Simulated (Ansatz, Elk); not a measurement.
# Ag2BiRuO4: X-ray structure factors from the self-consistent density

Structure refinements treat a crystal as free atoms side by side. For a made-up structure of Ag2BiRuO4 (cell and positions from a PBE relaxation) the runs below show what the calculated density changes in F(hkl).

Main program and level: Elk 11.2.3 (patched build); DFT, PBE, all-electron APW+lo, Dirac cores, scalar-relativistic bands, static density, no spin.

The structure was built from a prototype and need not be the compound's stable phase.

## 1. Starting point

The structure is tetragonal, space group I-4m2 (No. 119). Conventional cell: a = 4.567 Å, b = 4.567 Å, c = 10.781 Å, α = 90.00°, β = 90.00°, γ = 90.00°. Nearest to Bi lie 6 O at 2.39 to 2.41 Å. Nearest to Ag lie 4 O at 2.39 Å. Nearest to Ag lie 4 O at 2.30 Å. Nearest to Ru lie 6 O at 2.00 to 2.30 Å. O has 1 Ru at 2.00 Å and 2 Ag at 2.39 Å and 2 Bi at 2.39 Å nearest. Nearest to O lie 2 Ru at 2.30 Å and 2 Ag at 2.30 Å and 1 Bi at 2.41 Å. Farther neighbours and most contacts between anions are not listed.

## 2. Ground state and structure factors

An all-electron density is needed, since X-rays see the cores too. Task 0 finds the density and task 195 Fourier-transforms it; tshift is off so that phases refer to the origin typed.

elk.in

```
tasks
  0
  195

xctype
  20

spinpol
  .false.

rgkmax
  7.0

gmaxvr
  14.0

lmaxo
  7

lmaxapw
  8

swidth
  0.002

tshift
  .false.

ramdisk
  .false.

hmaxvr
  5.5

maxscl
  120

epspot
  1e-06

sppath
  './'

avec
  -4.31550594209 4.31550594209 10.18634549927
  4.31550594209 -4.31550594209 10.18634549927
  4.31550594209 4.31550594209 -10.18634549927

atoms
  4
  'Bi.in'
  1
  0.7500000000 0.2500000000 0.5000000000   0.000000 0.000000 0.000000
  'Ag.in'
  2
  0.2500000000 0.7500000000 0.5000000000   0.000000 0.000000 0.000000
  0.5000000000 0.5000000000 -0.0000000000   0.000000 0.000000 0.000000
  'Ru.in'
  1
  -0.0000000000 -0.0000000000 0.0000000000   0.000000 0.000000 0.000000
  'O.in'
  4
  0.8143242412 0.8143242412 -0.0000000000   0.000000 0.000000 0.000000
  0.9735972592 0.4735972592 0.5000000000   0.000000 0.000000 0.000000
  0.1856757588 0.1856757588 -0.0000000000   0.000000 0.000000 0.000000
  0.5264027408 0.0264027408 0.5000000000   0.000000 0.000000 0.000000

ngridk
  7 7 7
```

Started as:

```bash
$ OMP_NUM_THREADS=4 elk
```

Numbers of over 12 decimals in the logs are rounded to 6 here.

The log of the run:

```text
┌─────────────────────────┐
│ Elk code version 11.2.3 │
└─────────────────────────┘

All units are atomic (Hartree, Bohr, etc.)

┌─────────────────────────────────────────────────┐
│ Ground-state run starting from atomic densities │
└─────────────────────────────────────────────────┘

Lattice vectors :
  -4.315505942       4.315505942       10.18634550
   4.315505942      -4.315505942       10.18634550
   4.315505942       4.315505942      -10.18634550

Reciprocal lattice vectors :
 -0.9351917541E-17  0.7279778306      0.3084121439
  0.7279778306     -0.9351917541E-17  0.3084121439
  0.7279778306      0.7279778306     -0.4166583967E-17

Unit cell volume      :    758.8253513
Brillouin zone volume :   0.3268870933

Muffin-tin inner radius fraction :   0.1000000000E-01

Nuclei treated as point charges

Species : 1 (Bi)
 parameters loaded from : Bi.in
 name : bismuth
 nuclear charge    :   -83.00000000
 electronic charge :    83.00000000
 atomic mass :    380947.9285
 muffin-tin radius :    2.800000000
 number of radial points in muffin-tin :   1393
 inner part over the whole radius :   0.9976520004E-02
 number on inner part of muffin-tin    :   1001
 approximate nuclear radius :   0.1052171418E-03
 number of mesh points to nuclear radius :    526
 atomic positions (lattice), magnetic fields (Cartesian) :
  1 :   0.75000000  0.25000000  0.50000000    0.00000000  0.00000000  0.00000000

Species : 2 (Ag)
 parameters loaded from : Ag.in
 name : silver
 nuclear charge    :   -47.00000000
 electronic charge :    47.00000000
 atomic mass :    196631.6998
 muffin-tin radius :    2.600000000
 number of radial points in muffin-tin :   1193
 inner part over the whole radius :   0.9869554211E-02
 number on inner part of muffin-tin    :    849
 approximate nuclear radius :   0.8648227117E-04
 number of mesh points to nuclear radius :    425
 atomic positions (lattice), magnetic fields (Cartesian) :
  1 :   0.25000000  0.75000000  0.50000000    0.00000000  0.00000000  0.00000000
  2 :   0.50000000  0.50000000  0.00000000    0.00000000  0.00000000  0.00000000

Species : 3 (Ru)
 parameters loaded from : Ru.in
 name : ruthenium
 nuclear charge    :   -44.00000000
 electronic charge :    44.00000000
 atomic mass :    184239.3393
 muffin-tin radius :    2.205695145
 number of radial points in muffin-tin :   1193
 inner part over the whole radius :   0.9908542824E-02
 number on inner part of muffin-tin    :    845
 approximate nuclear radius :   0.8462081736E-04
 number of mesh points to nuclear radius :    426
 atomic positions (lattice), magnetic fields (Cartesian) :
  1 :   0.00000000  0.00000000  0.00000000    0.00000000  0.00000000  0.00000000

Species : 4 (O)
 parameters loaded from : O.in
 name : oxygen
 nuclear charge    :   -8.000000000
 electronic charge :    8.000000000
 atomic mass :    29165.12205
 muffin-tin radius :    1.527019715
 number of radial points in muffin-tin :    593
 inner part over the whole radius :   0.9979592102E-02
 number on inner part of muffin-tin    :    406
 approximate nuclear radius :   0.5115538663E-04
 number of mesh points to nuclear radius :    175
 atomic positions (lattice), magnetic fields (Cartesian) :
  1 :   0.81432424  0.81432424  0.00000000    0.00000000  0.00000000  0.00000000
  2 :   0.97359726  0.47359726  0.50000000    0.00000000  0.00000000  0.00000000
  3 :   0.18567576  0.18567576  0.00000000    0.00000000  0.00000000  0.00000000
  4 :   0.52640274  0.02640274  0.50000000    0.00000000  0.00000000  0.00000000

Total number of atoms per unit cell :    8
Total muffin-tin volume :    343.8060988
 ratio of muffin-tin to unit cell volume :   0.4530767169

Spin treatment :
 spin-unpolarised

Number of Bravais lattice symmetries :   16
Number of crystal symmetries         :    8
Crystal has no inversion symmetry
Complex Hermitian eigensolver will be used

k-point grid :      7     7     7
k-point offset :    0.000000000       0.000000000       0.000000000
[...]
(states/Hartree/unit cell)

Estimated indirect band gap :   0.1832461286E-03
 from k-point 45 to k-point 31
Estimated direct band gap   :   0.3362197162E-02
 at k-point 17

Charges :
 core                        :    160.0000000
 valence                     :    93.00000000
 interstitial                :    11.07368363
 muffin-tins (core leakage)
  species : 1 (Bi)
[...]
species : 2 (Ag)
[...]
species : 3 (Ru)
[...]
species : 4 (O)
[...]
total in muffin-tins        :    241.9263164
 total calculated charge     :    252.9938987
 total charge                :    253.0000000
 error                       :   0.6101254106E-02

RMS change in Kohn-Sham potential (target) :   0.9651533474     (  0.1000000000E-05)
Absolute change in total energy (target)   :   0.5208422426     (  0.1000000000E-03)

[... loops 3 to 21 left out ...]

┌──────────────────┐
│ Loop number : 22 │
└──────────────────┘

Energies :
 Fermi                       :     0.261298
 sum of occupied eigenvalues :     -22591.620315087
 electron kinetic            :      41388.027884480
 core electron kinetic       :      40649.301567992
 Coulomb                     :     -77571.252152928
 Coulomb potential           :     -62849.353579970
 nuclear-nuclear             :     -3454.4734789293
 electron-nuclear            :     -85457.377401699
 Hartree                     :      11340.598727700
 Madelung                    :     -46146.575362943
 xc potential                :     -1130.2946195969
 exchange                    :     -851.99720320619
 correlation                 :     -13.581069001708
 electron entropic           :    -0.20695981159829E-02
 total energy                :     -37048.804610254

Density of states at Fermi energy :    158.6755209
 (states/Hartree/unit cell)

Estimated indirect band gap :   0.6719325887E-03
 from k-point 31 to k-point 23
Estimated direct band gap   :   0.4389122060E-02
 at k-point 34

Charges :
 core                        :    160.0000000
 valence                     :    93.00000000
 interstitial                :    11.36361431
 muffin-tins (core leakage)
  species : 1 (Bi)
[...]
species : 2 (Ag)
[...]
species : 3 (Ru)
[...]
species : 4 (O)
[...]
total in muffin-tins        :    241.6363857
 total calculated charge     :    252.9945645
 total charge                :    253.0000000
 error                       :   0.5435539802E-02

RMS change in Kohn-Sham potential (target) :   0.6267654893E-06 (  0.1000000000E-05)
Absolute change in total energy (target)   :   0.6593581929E-05 (  0.1000000000E-03)

Convergence targets achieved

┌──────────────────┐
│ Loop number : 23 │
└──────────────────┘

Energies :
 Fermi                       :     0.261298
 sum of occupied eigenvalues :     -22591.620309982
 electron kinetic            :      41388.027880901
 core electron kinetic       :      40649.301569637
 Coulomb                     :     -77571.252145100
 Coulomb potential           :     -62849.353588928
 nuclear-nuclear             :     -3454.4734789293
 electron-nuclear            :     -85457.377375866
 Hartree                     :      11340.598709696
 Madelung                    :     -46146.575350636
 xc potential                :     -1130.2946019553
 exchange                    :     -851.99720268625
 correlation                 :     -13.581068995702
 electron entropic           :    -0.20695991749521E-02
 total energy                :     -37048.804605479

Density of states at Fermi energy :    158.6755795
 (states/Hartree/unit cell)

Estimated indirect band gap :   0.6719621323E-03
 from k-point 31 to k-point 23
Estimated direct band gap   :   0.4389120058E-02
 at k-point 34

Charges :
 core                        :    160.0000000
 valence                     :    93.00000000
 interstitial                :    11.36361479
 muffin-tins (core leakage)
  species : 1 (Bi)
[...]
species : 2 (Ag)
[...]
species : 3 (Ru)
[...]
species : 4 (O)
[...]
atom 2                    :    6.784483294     ( -0.3263571635E-09)
   atom 3                    :    6.851278145     (  0.1751744083E-08)
   atom 4                    :    6.784483294     ( -0.3263571635E-09)
 total in muffin-tins        :    241.6363852
 total calculated charge     :    252.9945645
 total charge                :    253.0000000
 error                       :   0.5435540096E-02

┌──────────────────────────────┐
│ Self-consistent loop stopped │
└──────────────────────────────┘

Warning : the lowest level lies among the core levels :   -3.088481609      -2.887522597

Warning : core states of species 1 leak from the muffin-tin :   0.6681314333E-03

Wrote STATE.OUT
```

The job ended after 4.7 min (4 threads of Arm Neoverse V1, shared host; peak memory 0.32 GiB; 17 min of CPU time).

SFACRHO.OUT:

```text

h k l indices transformed by vhmat matrix:
   1.000000000       0.000000000       0.000000000    
   0.000000000       1.000000000       0.000000000    
   0.000000000       0.000000000       1.000000000    

      h      k      l  multipl.   |H|            Re(F)            Im(F)           |F|

      0      0      0      1   0.0000000       253.00000      0.48858779E-16   253.00000    
      1      1     -1      2  0.61682429      -33.793529      0.27149763E-13   33.793529    
      0     -1      1      4  0.79061354       2.4054092       36.235384       36.315135    
      1      0      0      4  0.79061354       2.4054092      -36.235384       36.315135    
      1     -1      0      4   1.0295161      -36.317775      0.76760104E-13   36.317775    
      2      1     -2      4   1.1772910      -14.904513      -26.650925       30.535493    
     -2     -1      2      4   1.1772910      -14.904513       26.650925       30.535493    
     -1     -1      0      8   1.2001565       166.00602      0.11880078E-12   166.00602    
     -2     -2      2      2   1.2336486       193.92841      0.21489449E-12   193.92841    
      1     -1      1      4   1.4559557       198.25328     -0.11650390E-12   198.25328    
      0     -2      2      4   1.5812271      -31.854045      0.22819385E-01   31.854053    
      2      0      0      4   1.5812271      -31.854045     -0.22819385E-01   31.854053    
      2      2     -3      8   1.6067956      -42.547945     -0.46730501E-13   42.547945    
     -1      2     -1      8   1.6567669       1.0026195       32.801162       32.816481    
     -1      2      0      8   1.6567669       1.0026195      -32.801162       32.816481    
     -2     -3      2      4   1.7052575       5.8959662      -38.094637       38.548201    
      2      3     -2      4   1.7052575       5.8959662       38.094637       38.548201    
      3      3     -3      2   1.8504729      -21.995744      0.33566980E-13   21.995744
```

Elk indexes on the primitive cell of elk.in and gives |H| = 4π sin θ/λ in inverse bohr. Below, one row stands for each form hkl of the conventional cell (m members, Friedel mates merged), F is for one primitive cell and the density is static (no thermal factor). Free-atom factors are Waasmaier and Kirfel's, and R is Σm||F|−|F'||/Σm|F|.

| hkl | m | sin θ/λ (Å⁻¹) | abs F, DFT | neutral atoms | diff. | abs of complex diff. | ions | diff. |
| --- | --- | --- | --- | --- | --- | --- | --- | --- |
| 002 | 2 | 0.093 | 33.794 | 34.096 | -0.303 | 0.303 | 33.672 | +0.122 |
| 101 | 8 | 0.119 | 36.315 | 36.366 | -0.051 | 0.147 | 36.090 | +0.225 |
| 110 | 4 | 0.155 | 36.318 | 36.277 | +0.041 | 0.041 | 36.743 | -0.425 |
| 103 | 8 | 0.177 | 30.535 | 30.444 | +0.092 | 0.525 | 30.728 | -0.192 |
| 112 | 8 | 0.180 | 166.006 | 167.196 | -1.190 | 1.190 | 165.044 | +0.962 |
| 004 | 2 | 0.185 | 193.928 | 194.078 | -0.150 | 0.150 | 194.213 | -0.285 |
| 200 | 4 | 0.219 | 198.253 | 197.949 | +0.304 | 0.304 | 198.792 | -0.539 |
| 202 | 8 | 0.238 | 31.854 | 31.615 | +0.239 | 0.240 | 31.829 | +0.025 |
| 114 | 8 | 0.242 | 42.548 | 42.299 | +0.248 | 0.248 | 42.763 | -0.215 |
| 211 | 16 | 0.249 | 32.817 | 32.640 | +0.177 | 0.182 | 32.889 | -0.073 |
| 105 | 8 | 0.256 | 38.548 | 38.258 | +0.290 | 0.338 | 38.583 | -0.034 |
| 006 | 2 | 0.278 | 21.996 | 21.729 | +0.266 | 0.266 | 21.834 | +0.162 |
| 213 | 16 | 0.282 | 28.422 | 28.366 | +0.056 | 0.099 | 28.505 | -0.084 |
| 204 | 8 | 0.287 | 166.362 | 166.434 | -0.072 | 0.091 | 166.676 | -0.314 |
| 220 | 4 | 0.310 | 170.988 | 170.820 | +0.168 | 0.168 | 170.907 | +0.081 |
| 116 | 8 | 0.318 | 154.704 | 154.644 | +0.060 | 0.060 | 154.874 | -0.170 |
| 222 | 8 | 0.323 | 29.977 | 29.999 | -0.022 | 0.022 | 30.009 | -0.032 |
| 301 | 8 | 0.332 | 30.663 | 30.573 | +0.091 | 0.242 | 30.621 | +0.042 |
| 215 | 16 | 0.337 | 34.866 | 34.844 | +0.022 | 0.094 | 34.802 | +0.064 |
| 107 | 8 | 0.343 | 23.129 | 23.008 | +0.121 | 0.121 | 23.146 | -0.017 |
| 310 | 8 | 0.346 | 31.436 | 31.311 | +0.125 | 0.125 | 31.235 | +0.200 |
| 206 | 8 | 0.354 | 22.150 | 22.150 | +0.001 | 0.040 | 22.246 | -0.096 |

The ions are Ag+, Bi3+, Ru3+ and O2−, by formal charge.

## 3. The highest occupied states alone

An energy window below the Fermi level keeps the highest occupied states, to see at which angles they scatter; shallow core shells can lie inside it and anion s states outside. No new self-consistency is needed.

Edit elk.in of step 2 so:

```diff
@@ -1,3 +1,2 @@
 tasks
-  0
   195
@@ -40,2 +39,5 @@
 
+wsfac
+  -0.106200 0.561300
+
 sppath
```

Started as:

```bash
$ OMP_NUM_THREADS=4 elk
```

The log of the run:

```text
┌─────────────────────────────────┐
│ Elk code version 11.2.3 started │
└─────────────────────────────────┘

Info(readinput): the functional depends on the density's gradient
 muffin-tin radial points multiplied by    2.00000
 (not where nrmtscf is given)

┌────────────────────┐
│ Current task : 195 │
└────────────────────┘
Info(checkmt): changed muffin-tin radius of species 3 (Ru) from   2.6000 to   2.2057
Info(checkmt): changed muffin-tin radius of species 4 (O) from   1.8000 to   1.5270

Info(sfacrho): density structure factors written to SFACRHO.OUT

 Energy window :  -0.1062000000      0.5613000000

┌──────────────────┐
│ Elk code stopped │
└──────────────────┘
```

It took 26 s on 4 threads; peak memory 0.22 GiB; 37 s of CPU time.

States within 10 eV below the Fermi level hold 49.00 electrons; any levels below the window count with the cores. Their amplitudes can exceed the total, where window and core parts have opposite phase:

| hkl | sin θ/λ (Å⁻¹) | abs F, window | abs F, all |
| --- | --- | --- | --- |
| 002 | 0.093 | 6.368 | 33.794 |
| 101 | 0.119 | 5.912 | 36.315 |
| 110 | 0.155 | 3.307 | 36.318 |
| 103 | 0.177 | 11.628 | 30.535 |
| 112 | 0.180 | 5.322 | 166.006 |
| 004 | 0.185 | 18.590 | 193.928 |
| 200 | 0.219 | 20.689 | 198.253 |
| 202 | 0.238 | 2.743 | 31.854 |
| 114 | 0.242 | 1.544 | 42.548 |
| 211 | 0.249 | 2.958 | 32.817 |

## 4. Another functional

The difference from free atoms is small, so it is set against the change that LDA (Perdew-Wang) makes.

Edit elk.in of step 3 so:

```diff
@@ -1,2 +1,3 @@
 tasks
+  0
   195
@@ -4,3 +5,3 @@
 xctype
-  20
+  3
 
@@ -39,5 +40,2 @@
 
-wsfac
-  -0.106200 0.561300
-
 sppath
```

Started as:

```bash
$ OMP_NUM_THREADS=4 elk
```

The log of the run:

```text
┌─────────────────────────┐
│ Elk code version 11.2.3 │
└─────────────────────────┘

All units are atomic (Hartree, Bohr, etc.)

┌─────────────────────────────────────────────────┐
│ Ground-state run starting from atomic densities │
└─────────────────────────────────────────────────┘

Lattice vectors :
  -4.315505942       4.315505942       10.18634550
   4.315505942      -4.315505942       10.18634550
   4.315505942       4.315505942      -10.18634550

Reciprocal lattice vectors :
 -0.9351917541E-17  0.7279778306      0.3084121439
[...]
species : 4 (O)
[...]
atom 3                    :    6.819085091     ( -0.4033895187E-05)
   atom 4                    :    6.750266671     ( -0.4036237481E-05)
 total in muffin-tins        :    241.5211805
 total calculated charge     :    252.9946564
 total charge                :    253.0000000
 error                       :   0.5343582275E-02

┌──────────────────────────────┐
│ Self-consistent loop stopped │
└──────────────────────────────┘

Warning : the lowest level lies among the core levels :   -3.093927671      -2.891167186

Warning : core states of species 1 leak from the muffin-tin :   0.6729948738E-03

Wrote STATE.OUT
[key lines of the parts left out:]
total energy                :     -37021.347810230
```

Wall time 3.4 min (4 threads); peak memory 0.23 GiB; 13 min of CPU time.

Against the first run R = 0.02 %; the largest change is -0.187 at 200.

## 5. Basis size

A smaller basis shows how fast F responds to it; the change is likely larger than the basis error of the first run, but doesn't show convergence.

Edit elk.in of step 4 so:

```diff
@@ -5,3 +5,3 @@
 xctype
-  3
+  20
 
@@ -11,3 +11,3 @@
 rgkmax
-  7.0
+  5.5
```

Started as:

```bash
$ OMP_NUM_THREADS=4 elk
```

The log of the run:

```text
┌─────────────────────────┐
│ Elk code version 11.2.3 │
└─────────────────────────┘

All units are atomic (Hartree, Bohr, etc.)

┌─────────────────────────────────────────────────┐
│ Ground-state run starting from atomic densities │
└─────────────────────────────────────────────────┘

Lattice vectors :
  -4.315505942       4.315505942       10.18634550
   4.315505942      -4.315505942       10.18634550
   4.315505942       4.315505942      -10.18634550

Reciprocal lattice vectors :
 -0.9351917541E-17  0.7279778306      0.3084121439
[...]
species : 4 (O)
[...]
atom 3                    :    6.751397029     (  0.3000200088E-10)
   atom 4                    :    6.682357919     ( -0.2081683270E-08)
 total in muffin-tins        :    241.1153363
 total calculated charge     :    252.9951505
 total charge                :    253.0000000
 error                       :   0.4849531044E-02

┌──────────────────────────────┐
│ Self-consistent loop stopped │
└──────────────────────────────┘

Warning : the lowest level lies among the core levels :   -3.112676340      -2.910654509

Warning : core states of species 1 leak from the muffin-tin :   0.6667628975E-03

Wrote STATE.OUT
[key lines of the parts left out:]
total energy                :     -37048.333857949
```

The job ended after 2.5 min (4 threads; peak memory 0.29 GiB; 8.5 min of CPU time).

Against the first run R = 0.06 %; the largest change is -0.233 at 220.

## 6. Settings against the effect

| run | R against the first run (%) | R against neutral atoms, low angle (%) | wall time |
| --- | --- | --- | --- |
| PBE, rgkmax 7 | 0.00 | 0.37 | 4.7 min |
| LDA (Perdew-Wang) | 0.02 | 0.37 | 3.4 min |
| rgkmax 5.5 | 0.06 | 0.36 | 2.5 min |

## 7. What came out

```yaml
r_against_neutral_atoms_sin_theta_lambda_0p3_a_minus1: 0.37 %
r_against_neutral_atoms_0p3_to_0p75_a_minus1: 0.19 %
r_against_ions_below_0p3_a_minus1: 0.36 %
```

What this shows: Independent neutral atoms miss the calculated amplitudes by R = 0.37 % below 0.3 Å⁻¹ and 0.19 % from there to 0.75 Å⁻¹; by shells, 0.28 % below 0.15 Å⁻¹ (2 forms), 0.37 % 0.15 to 0.3 (12 forms), 0.19 % 0.3 to 0.45 (24 forms), 0.19 % above 0.45 (111 forms). Bonding, aspherical density and the tables' own atoms all enter these figures, and the runs don't part them. The largest change of an amplitude is -1.19 electrons, at 112. R counts amplitudes alone; phases shift too. Formal ions give R = 0.36 % at low angle, no better and no worse than neutral atoms. The window's part falls from 49.0 electrons at the origin to at most 1.84 between 0.45 and 0.75 Å⁻¹, where compact states inside the window still scatter. Below 0.3 Å⁻¹ the changes that finished (LDA (Perdew-Wang) and rgkmax 5.5) move F by R = 0.08 % at most, against the 0.37 % that separates it from free atoms. The k-mesh has no finished test. These runs have no spin, though d or f shells may be open. The electron count is odd, so without spin the run is a metal by force. Spin-orbit coupling is left out, which can matter for elements this heavy. Part of the difference isn't bonding: the tables are fits to free atoms and ions calculated by other methods than this functional. Thermal motion, anomalous dispersion and extinction are left out.

[Logs are printed without paths, hosts, clocks, repeated set-up lines and the standing remarks that a program may print on its own settings, such as how far it seeks lower states.]

[Hosts, paths, dates, database ids (printed as entryN), source tags and the programs' standing remarks are cut or masked in the printed files.]
